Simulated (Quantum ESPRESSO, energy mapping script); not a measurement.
# Spin model of NiO from collinear orders (isotropic strain to volume × 0.955)

How strongly do the moments of NiO couple under PBE+U (6 eV), QE, GBRV? The plan is to run several orders and fit a Heisenberg model.

Main program and level: Quantum ESPRESSO 7.5; PBE with U = 6 eV on Ni d, ortho-atomic projectors; plane waves, U on orthogonalised atomic orbitals unless named otherwise, collinear spin, no spin–orbit coupling.

## (1) The starting structure

Symmetry: Fm-3m, No. 225, cubic system. The conventional cell has a = 4.108 Å, b = 4.108 Å, c = 4.108 Å, α = 90.00°, β = 90.00°, γ = 90.00°. Nearest to Ni lie 6 O at 2.05 Å. O has 6 Ni at 2.05 Å nearest. Farther neighbours and most contacts between anions are not listed.

This cell differs from the given one by: isotropic strain to volume × 0.955. Atoms follow the cell and are not relaxed.

A Hubbard U penalises fractional filling of the shell. It raises the cost of virtual hops to the neighbours, so couplings that rest on such hops usually weaken. These runs use Quantum ESPRESSO.

## (2) Run 1 (parallel; cell A, 4 atoms)

Each cell gets its own parallel run on the same mesh, so that most of the mesh error cancels in the differences.

The potential files are GBRV's for PBE; pw.x takes the functional from them.

pw.in reads:

```
&control
  calculation = 'scf'
  prefix = 'pw'
  outdir = './tmp/'
  pseudo_dir = './pseudo/'
  verbosity = 'low'
/
&system
  ibrav = 0
  nat = 4
  ntyp = 2
  ecutwfc = 45
  ecutrho = 360
  nbnd = 38
  occupations = 'smearing'
  smearing = 'fd'
  degauss = 0.00367493
  nspin = 2
  starting_magnetization(1) = 0.1111
/
&electrons
  conv_thr = 1.0e-08
  electron_maxstep = 120
  mixing_beta = 0.3
  mixing_mode = 'plain'
/
ATOMIC_SPECIES
  Ni 58.6934 Ni.upf
  O 15.9990 O.upf
CELL_PARAMETERS angstrom
  0.00000000 -2.05413169 -2.05413169
  0.00000000 2.05413169 -2.05413169
  4.10826338 0.00000000 0.00000000
ATOMIC_POSITIONS crystal
  Ni 0.50000000 0.50000000 0.50000000
  Ni 0.00000000 0.00000000 0.00000000
  O 0.50000000 0.50000000 0.00000000
  O 0.00000000 0.00000000 0.50000000
K_POINTS automatic
  7 7 5 0 0 0
HUBBARD {ortho-atomic}
U Ni-3d 6
```

On the command line:

```
OMP_NUM_THREADS=1 mpirun -n 8 pw.x -nk 8 -in pw.in > pw.out
```

Output:

```text
Program PWSCF v.7.5 starts
[...]
unit-cell volume          =     233.9599 (a.u.)^3
     number of atoms/cell      =            4
[...]
number of electrons       =        48.00
     number of Kohn-Sham states=           38
     kinetic-energy cutoff     =      45.0000  Ry
     charge density cutoff     =     360.0000  Ry
     scf convergence threshold =      1.0E-08
[...]
Exchange-correlation= SLA  PW   PBE  PBE
[...]
Hubbard projectors: ortho-atomic
     Hubbard parameters of DFT+U (Dudarev formulation) in eV:
[...]
atomic species   magnetization
[...]
16 Sym. Ops., with inversion, found
[...]
number of k points=    30  Fermi-Dirac smearing, width (Ry)=  0.0037
[...]
Number of occupied Hubbard levels =   16.0000
     Atomic wfc used for Hubbard projectors are orthogonalized
[...]
iteration #  1     ecut=    45.00 Ry     beta= 0.30
[...]
Number of occupied Hubbard levels =    8.6228
     total energy              =    -736.34432626 Ry
     estimated scf accuracy    <      51.65284343 Ry
     total magnetization       =     5.47 Bohr mag/cell
     absolute magnetization    =     5.56 Bohr mag/cell
     iteration #  2     ecut=    45.00 Ry     beta= 0.30
[...]
total energy              =    -747.76723898 Ry
     estimated scf accuracy    <      19.47785512 Ry
     total magnetization       =     0.50 Bohr mag/cell
     absolute magnetization    =     0.50 Bohr mag/cell
     iteration #  3     ecut=    45.00 Ry     beta= 0.30
[...]
total energy              =    -750.43614825 Ry
     estimated scf accuracy    <       0.77895366 Ry
     total magnetization       =     4.00 Bohr mag/cell
     absolute magnetization    =     4.04 Bohr mag/cell
     iteration #  4     ecut=    45.00 Ry     beta= 0.30
[...]
total energy              =    -750.80739939 Ry
     estimated scf accuracy    <       0.40437061 Ry
     total magnetization       =     4.00 Bohr mag/cell
     absolute magnetization    =     4.02 Bohr mag/cell
     iteration #  5     ecut=    45.00 Ry     beta= 0.30
[...]
total energy              =    -750.81984561 Ry
     estimated scf accuracy    <       0.01404583 Ry
     total magnetization       =     4.00 Bohr mag/cell
     absolute magnetization    =     4.02 Bohr mag/cell
     iteration #  6     ecut=    45.00 Ry     beta= 0.30
[...]
total energy              =    -750.82222324 Ry
     estimated scf accuracy    <       0.00040643 Ry
     total magnetization       =     4.00 Bohr mag/cell
     absolute magnetization    =     4.03 Bohr mag/cell
     iteration #  7     ecut=    45.00 Ry     beta= 0.30
[...]
total energy              =    -750.82237420 Ry
     estimated scf accuracy    <       0.00019167 Ry
     total magnetization       =     4.00 Bohr mag/cell
     absolute magnetization    =     4.03 Bohr mag/cell
     iteration #  8     ecut=    45.00 Ry     beta= 0.30
[...]
total energy              =    -750.82243392 Ry
     estimated scf accuracy    <       0.00003494 Ry
     total magnetization       =     4.00 Bohr mag/cell
     absolute magnetization    =     4.03 Bohr mag/cell
     iteration #  9     ecut=    45.00 Ry     beta= 0.30
[...]
total energy              =    -750.82243976 Ry
     estimated scf accuracy    <       0.00000715 Ry
     total magnetization       =     4.00 Bohr mag/cell
     absolute magnetization    =     4.03 Bohr mag/cell
     iteration # 10     ecut=    45.00 Ry     beta= 0.30
[...]
total energy              =    -750.82244313 Ry
     estimated scf accuracy    <       0.00000007 Ry
     total magnetization       =     4.00 Bohr mag/cell
     absolute magnetization    =     4.03 Bohr mag/cell
     iteration # 11     ecut=    45.00 Ry     beta= 0.30
[...]
total energy              =    -750.82244421 Ry
     estimated scf accuracy    <       0.00000002 Ry
     total magnetization       =     4.00 Bohr mag/cell
     absolute magnetization    =     4.03 Bohr mag/cell
     iteration # 12     ecut=    45.00 Ry     beta= 0.30
[...]
Magnetic moment per site  (integrated on atomic sphere of radius R)
     atom   1 (R=0.292)  charge= 15.5615  magn=  1.7187
     atom   2 (R=0.292)  charge= 15.5615  magn=  1.7187
     atom   3 (R=0.292)  charge=  5.7036  magn=  0.2176
     atom   4 (R=0.292)  charge=  5.7036  magn=  0.2176
     End of self-consistent calculation
     =================== HUBBARD OCCUPATIONS ===================
     ------------------------ ATOM    1 ------------------------
     Tr[ns(  1)] (up, down, total) =   4.97397  3.23312  8.20709
     Atomic magnetic moment for atom   1 =   1.74085
     SPIN  1
     eigenvalues:
       0.994  0.994  0.994  0.997  0.997
     eigenvectors (columns):
       0.000 -0.000  0.000  0.500 -0.866
       0.000 -0.250  0.968 -0.000  0.000
       1.000  0.000 -0.000 -0.000 -0.000
      -0.000  0.000 -0.000 -0.866 -0.500
      -0.000  0.968  0.250  0.000  0.000
     occupation matrix ns (before diag.):
       0.997 -0.000 -0.000  0.000  0.000
      -0.000  0.994 -0.000  0.000  0.000
      -0.000 -0.000  0.994  0.000  0.000
       0.000  0.000  0.000  0.997 -0.000
[...]
SPIN  2
     eigenvalues:
[...]
eigenvectors (columns):
[...]
occupation matrix ns (before diag.):
[...]
------------------------ ATOM    2 ------------------------
     Tr[ns(  2)] (up, down, total) =   4.97397  3.23312  8.20709
     Atomic magnetic moment for atom   2 =   1.74085
     SPIN  1
     eigenvalues:
[...]
eigenvectors (columns):
[...]
occupation matrix ns (before diag.):
[...]
SPIN  2
     eigenvalues:
[...]
eigenvectors (columns):
[...]
occupation matrix ns (before diag.):
       0.133 -0.000 -0.000  0.000  0.000
      -0.000  0.989 -0.000  0.000  0.000
      -0.000 -0.000  0.989  0.000  0.000
       0.000  0.000  0.000  0.133 -0.000
       0.000  0.000  0.000 -0.000  0.989
     Number of occupied Hubbard levels =   16.4142
 ------ SPIN UP ------------
          k = 0.0000 0.0000 0.0000 (  1197 PWs)   bands (ev):
   -89.9361 -89.9316 -50.3276 -50.3078 -50.3078 -50.2941 -50.2939 -50.2939
    -5.1207  -3.7415   8.1354   8.2395   8.5545   8.5547   8.9097   8.9851
     8.9851   8.9852   9.8763  10.0114  10.0114  11.1390  11.1390  12.5952
    12.5952  12.5955  17.2301  21.5852  26.4719  27.4349  32.5336  32.5336
    33.2299  34.3612  34.3612  34.3612  38.2273  38.2273
          k = 0.1414 0.0000 0.0000 (  1193 PWs)   bands (ev):
   -89.9357 -89.9320 -50.3244 -50.3065 -50.3065 -50.2973 -50.2952 -50.2952
    -4.9517  -3.8134   7.4501   8.0731   8.2143   8.5883   8.8752   8.9019
     8.9873   8.9873   9.6910   9.6910  10.7868  11.5428  11.5428  12.4414
    12.6008  12.6008  18.2278  21.8848  26.4167  27.6423  31.2269  32.3688
    32.3688  33.4510  33.4510  34.7414  37.1447  39.9006
          k = 0.2828 0.0000 0.0000 (  1176 PWs)   bands (ev):
   -89.9345 -89.9331 -50.3161 -50.3058 -50.3030 -50.3030 -50.2987 -50.2987
    -4.5305  -4.0814   6.8919   7.2230   8.4233   8.6761   8.6860   8.7858
[...]
32.1636  32.1636  32.4489  32.4489  41.2157  42.4279
          k = 0.0000 0.1010-0.1010 (  1196 PWs)   bands (ev):
[...]
33.0460  33.0655  34.5768  35.8459  36.0406  38.2415
          k = 0.1414 0.1010-0.1010 (  1180 PWs)   bands (ev):
[...]
33.0954  33.1895  33.2863  35.9811  36.4768  37.9131
          k = 0.2828 0.1010-0.1010 (  1192 PWs)   bands (ev):
[...]
31.6841  31.9546  33.5387  34.3738  39.3556  40.6594
          k = 0.0000 0.2020-0.2020 (  1186 PWs)   bands (ev):
[...]
31.4268  33.0919  34.8632  35.2488  37.7791  39.3080
          k = 0.1414 0.2020-0.2020 (  1187 PWs)   bands (ev):
[...]
31.3014  31.8608  35.2693  36.4664  37.1046  38.7726
          k = 0.2828 0.2020-0.2020 (  1192 PWs)   bands (ev):
[...]
30.6028  30.7768  36.1356  36.6486  38.1413  39.9852
          k = 0.0000 0.3030-0.3030 (  1194 PWs)   bands (ev):
[...]
30.9063  31.3582  36.4440  37.7955  38.2506  39.9550
          k = 0.1414 0.3030-0.3030 (  1194 PWs)   bands (ev):
[...]
k = 0.2828 0.3030-0.3030 (  1191 PWs)   bands (ev):
[...]
k = 0.0000 0.0000-0.2020 (  1189 PWs)   bands (ev):
[...]
[... cut ...]
[...]
------ SPIN DOWN ----------
          k = 0.0000 0.0000 0.0000 (  1197 PWs)   bands (ev):
[...]
k = 0.1414 0.0000 0.0000 (  1193 PWs)   bands (ev):
[...]
k = 0.2828 0.0000 0.0000 (  1176 PWs)   bands (ev):
[...]
k = 0.1414 0.1010-0.5051 (  1202 PWs)   bands (ev):
[...]
31.7470  32.0042  34.1785  34.9929  41.8792  43.6231
          k = 0.2828 0.1010-0.5051 (  1188 PWs)   bands (ev):
[...]
30.9929  31.1845  36.6884  36.8260  39.9384  40.2705
          k = 0.0000 0.0000-0.6061 (  1212 PWs)   bands (ev):
[...]
32.4329  32.8554  32.8554  33.5533  44.9791  45.6997
          k = 0.1414 0.0000-0.6061 (  1202 PWs)   bands (ev):
[...]
17.7929  17.9042  22.9871  23.1066  26.6298  26.6769  27.0234  27.4383
    31.9941  32.3455  33.8997  34.0017  43.2807  43.7103
          k = 0.2828 0.0000-0.6061 (  1203 PWs)   bands (ev):
   -87.5197 -87.5197 -47.9853 -47.9839 -47.9800 -47.9771 -47.9685 -47.9681
    -2.8876  -2.8533   8.4076   8.5448   8.6161   8.8355  10.6598  10.7135
    11.2541  11.3275  11.7825  11.7939  11.9820  12.1162  17.5739  17.6607
    18.1777  18.2059  24.5063  24.5949  26.1818  26.2377  26.5836  26.7807
    30.4071  30.6212  36.4782  36.5631  39.8087  39.8720
     the Fermi energy is    15.6435 ev
!    total energy              =    -750.82244523 Ry
     estimated scf accuracy    <          4.2E-09 Ry
     smearing contrib. (-TS)   =      -0.00000000 Ry
     internal energy E=F+TS    =    -750.82244523 Ry
     The total energy is F=E-TS. E is the sum of the following terms:
     one-electron contribution =    -419.94213785 Ry
     hartree contribution      =     240.90727059 Ry
     xc contribution           =     -86.06797769 Ry
     ewald contribution        =    -485.84644521 Ry
     Hubbard energy            =       0.12684493 Ry
     total magnetization       =     4.00 Bohr mag/cell
     absolute magnetization    =     4.03 Bohr mag/cell
     convergence has been achieved in  12 iterations
=------------------------------------------------------------------------------=
   JOB DONE.
=------------------------------------------------------------------------------=
```

It took 14 s on 8 MPI ranks of Arm Neoverse N1, shared host; peak memory 0.65 GiB.

Spin moment in the sphere by atom:

| atom | spin moment in the sphere (μB) |
| --- | --- |
| Ni1 | 1.72 |
| Ni2 | 1.72 |
| O3 | 0.22 |
| O4 | 0.22 |

The run ends ferromagnetic.

## (3) Compensated +− start in cell A (4 atoms)

This order reverses 8 of the 12 neighbours at 2.90 Å, 0 of the 6 neighbours at 4.11 Å and 16 of the 24 neighbours at 5.03 Å, counted for an average magnetic atom.

pw.in, as its differences from that of step 2:

```diff
@@ -10,6 +10,6 @@
   nat = 4
-  ntyp = 2
+  ntyp = 3
   ecutwfc = 45
   ecutrho = 360
-  nbnd = 38
+  nbnd = 36
   occupations = 'smearing'
@@ -19,2 +19,3 @@
   starting_magnetization(1) = 0.1111
+  starting_magnetization(2) = -0.1111
 /
@@ -27,3 +28,4 @@
 ATOMIC_SPECIES
-  Ni 58.6934 Ni.upf
+  Ni1 58.6934 Ni.upf
+  Ni2 58.6934 Ni.upf
   O 15.9990 O.upf
@@ -34,4 +36,4 @@
 ATOMIC_POSITIONS crystal
-  Ni 0.50000000 0.50000000 0.50000000
-  Ni 0.00000000 0.00000000 0.00000000
+  Ni1 0.50000000 0.50000000 0.50000000
+  Ni2 0.00000000 0.00000000 0.00000000
   O 0.50000000 0.50000000 0.00000000
@@ -41,2 +43,3 @@
 HUBBARD {ortho-atomic}
-U Ni-3d 6
+U Ni1-3d 6
+U Ni2-3d 6
```

Output:

```text
[banner, memory and clock lines left out]
Program PWSCF v.7.5 starts
[...]
unit-cell volume          =     233.9599 (a.u.)^3
     number of atoms/cell      =            4
[...]
number of electrons       =        48.00
     number of Kohn-Sham states=           36
     kinetic-energy cutoff     =      45.0000  Ry
     charge density cutoff     =     360.0000  Ry
     scf convergence threshold =      1.0E-08
[...]
Exchange-correlation= SLA  PW   PBE  PBE
[...]
Hubbard projectors: ortho-atomic
     Hubbard parameters of DFT+U (Dudarev formulation) in eV:
[...]
atomic species   magnetization
[...]
16 Sym. Ops., with inversion, found
[...]
number of k points=    30  Fermi-Dirac smearing, width (Ry)=  0.0037
[...]
Number of occupied Hubbard levels =   16.0000
     Atomic wfc used for Hubbard projectors are orthogonalized
[...]
iteration #  1     ecut=    45.00 Ry     beta= 0.30
[...]
Number of occupied Hubbard levels =    8.5680
     total energy              =    -736.07048272 Ry
     estimated scf accuracy    <      52.15307933 Ry
     total magnetization       =    -0.00 Bohr mag/cell
     absolute magnetization    =     5.24 Bohr mag/cell
     iteration #  2     ecut=    45.00 Ry     beta= 0.30
[...]
total energy              =    -747.74291248 Ry
     estimated scf accuracy    <      19.95301002 Ry
     total magnetization       =     0.00 Bohr mag/cell
     absolute magnetization    =     0.34 Bohr mag/cell
     iteration #  3     ecut=    45.00 Ry     beta= 0.30
[...]
total energy              =    -750.42971814 Ry
     estimated scf accuracy    <       0.79232622 Ry
     total magnetization       =     0.00 Bohr mag/cell
     absolute magnetization    =     3.83 Bohr mag/cell
[...]
total energy              =    -750.82076515 Ry
[...]
iteration # 12     ecut=    45.00 Ry     beta= 0.30
[...]
total energy              =    -750.82076558 Ry
     estimated scf accuracy    <       0.00000002 Ry
     total magnetization       =     0.00 Bohr mag/cell
     absolute magnetization    =     3.81 Bohr mag/cell
     iteration # 13     ecut=    45.00 Ry     beta= 0.30
[...]
Magnetic moment per site  (integrated on atomic sphere of radius R)
     atom   1 (R=0.292)  charge= 15.5584  magn=  1.7267
     atom   2 (R=0.292)  charge= 15.5584  magn= -1.7267
     atom   3 (R=0.292)  charge=  5.7056  magn= -0.0741
[...]
SPIN  2
     eigenvalues:
[...]
eigenvectors (columns):
[...]
occupation matrix ns (before diag.):
[...]
------------------------ ATOM    2 ------------------------
     Tr[ns(  2)] (up, down, total) =   3.22738  4.97354  8.20093
     Atomic magnetic moment for atom   2 =  -1.74616
     SPIN  1
     eigenvalues:
[...]
eigenvectors (columns):
[...]
occupation matrix ns (before diag.):
[...]
SPIN  2
     eigenvalues:
[...]
eigenvectors (columns):
[...]
occupation matrix ns (before diag.):
[...]
0.000  0.000  0.000  0.996 -0.000
       0.000  0.000  0.000 -0.000  0.993
     Number of occupied Hubbard levels =   16.4019
 ------ SPIN UP ------------
          k = 0.0000 0.0000 0.0000 (  1197 PWs)   bands (ev):
   -89.9698 -87.5485 -50.3473 -50.3353 -50.3353 -47.9990 -47.9873 -47.9873
    -4.9392  -3.3321   8.3804   8.3935   8.6969   9.1693   9.2788   9.2788
     9.9068  11.0227  11.0227  11.3291  11.3291  12.8147  12.8257  12.8257
[...]
33.1859  34.5321  34.5321  34.5384
          k = 0.1414 0.0000 0.0000 (  1193 PWs)   bands (ev):
[...]
32.5599  33.6389  33.6389  35.0523
          k = 0.2828 0.0000 0.0000 (  1176 PWs)   bands (ev):
[...]
32.3150  32.3150  32.6608  32.6608
          k = 0.0000 0.1010-0.1010 (  1196 PWs)   bands (ev):
[...]
k = 0.1414 0.1010-0.1010 (  1180 PWs)   bands (ev):
[...]
k = 0.2828 0.1010-0.1010 (  1192 PWs)   bands (ev):
[...]
[... cut ...]
[...]
------ SPIN DOWN ----------
          k = 0.0000 0.0000 0.0000 (  1197 PWs)   bands (ev):
[...]
k = 0.1414 0.0000 0.0000 (  1193 PWs)   bands (ev):
[...]
k = 0.2828 0.0000 0.0000 (  1176 PWs)   bands (ev):
[...]
k = 0.1414 0.0000-0.6061 (  1202 PWs)   bands (ev):
[...]
31.7190  32.1718  33.6866  33.8001
          k = 0.2828 0.0000-0.6061 (  1203 PWs)   bands (ev):
[...]
10.0245  10.5407  10.8406  10.9958  11.6458  11.7896  11.8360  12.8559
    17.6124  18.1770  23.9760  24.4954  25.9943  26.0626  26.4227  26.6193
    30.1153  30.4634  36.2847  36.3842
     the Fermi energy is    15.8235 ev
!    total energy              =    -750.82076599 Ry
     estimated scf accuracy    <          1.2E-09 Ry
     smearing contrib. (-TS)   =      -0.00000000 Ry
     internal energy E=F+TS    =    -750.82076599 Ry
     The total energy is F=E-TS. E is the sum of the following terms:
     one-electron contribution =    -419.88574604 Ry
     hartree contribution      =     240.85071428 Ry
     xc contribution           =     -86.06385666 Ry
     ewald contribution        =    -485.84644521 Ry
     Hubbard energy            =       0.12456763 Ry
     total magnetization       =    -0.00 Bohr mag/cell
     absolute magnetization    =     3.81 Bohr mag/cell
     convergence has been achieved in  13 iterations
```

It took 15 s on 8 MPI ranks; peak memory 0.66 GiB; 2 min of CPU time.

Spin moment in the sphere by atom:

| atom | spin moment in the sphere (μB) |
| --- | --- |
| Ni1 | 1.73 |
| Ni2 | -1.73 |
| O3 | -0.07 |
| O4 | 0.07 |

The run ends antiferromagnetic, 11.42 meV a magnetic atom above the parallel order of its cell.

## (4) Run 3 (parallel; cell B, 4 atoms)

The parallel order again, as the reference for this cell.

This run holds the same structure in another cell (c 4.108 → 5.032 Å, α 90.0 → 73.2°, β 90.0 → 73.2°, γ 90.0 → 60.0°).

pw.in reads:

```
&control
  calculation = 'scf'
  prefix = 'pw'
  outdir = './tmp/'
  pseudo_dir = './pseudo/'
  verbosity = 'low'
/
&system
  ibrav = 0
  nat = 4
  ntyp = 2
  ecutwfc = 45
  ecutrho = 360
  nbnd = 38
  occupations = 'smearing'
  smearing = 'fd'
  degauss = 0.00367493
  nspin = 2
  starting_magnetization(1) = 0.1111
/
&electrons
  conv_thr = 1.0e-08
  electron_maxstep = 120
  mixing_beta = 0.3
  mixing_mode = 'plain'
/
ATOMIC_SPECIES
  Ni 58.6934 Ni.upf
  O 15.9990 O.upf
CELL_PARAMETERS angstrom
  0.00000000 -2.05413169 -2.05413169
  -2.05413169 0.00000000 -2.05413169
  2.05413169 2.05413169 -4.10826338
ATOMIC_POSITIONS crystal
  Ni 0.50000000 0.50000000 0.50000000
  Ni 0.00000000 0.00000000 0.00000000
  O 0.75000000 0.75000000 0.75000000
  O 0.25000000 0.25000000 0.25000000
K_POINTS automatic
  8 8 8 0 0 0
HUBBARD {ortho-atomic}
U Ni-3d 6
```

Output:

```text
[banner, memory and clock lines left out]
Program PWSCF v.7.5 starts
[...]
unit-cell volume          =     233.9599 (a.u.)^3
     number of atoms/cell      =            4
[...]
number of electrons       =        48.00
     number of Kohn-Sham states=           38
     kinetic-energy cutoff     =      45.0000  Ry
     charge density cutoff     =     360.0000  Ry
[...]
The total energy is F=E-TS. E is the sum of the following terms:
     one-electron contribution =    -419.94350612 Ry
     hartree contribution      =     240.90858897 Ry
     xc contribution           =     -86.06800946 Ry
     ewald contribution        =    -485.84644521 Ry
     Hubbard energy            =       0.12689939 Ry
     total magnetization       =     4.00 Bohr mag/cell
     absolute magnetization    =     4.03 Bohr mag/cell
     convergence has been achieved in  12 iterations
[key lines of the parts left out:]
!    total energy              =    -750.82247244 Ry
the Fermi energy is    15.7022 ev
```

Elapsed: 30 s, on 8 MPI ranks; peak memory 0.74 GiB; 4 min of CPU time.

The run ends ferromagnetic. For each magnetic atom its energy differs from the parallel run of the first cell by -0.19 meV, an error that one common reference would have brought in.

(Continued in part 2 of 3.)

[Logs and program files are shortened in this print: banners, set-up blocks, solver, clock and traceback lines can be left out without a mark of their own.]

[Logs are printed without paths, hosts, clocks, repeated set-up lines and the standing remarks that a program may print on its own settings, such as how far it seeks lower states.]

[Hosts, paths, dates, database ids (printed as entryN), source tags and the programs' standing remarks are cut or masked in the printed files.]

[Where a cell is said to come from a database of computed structures, the database is the Materials Project.]
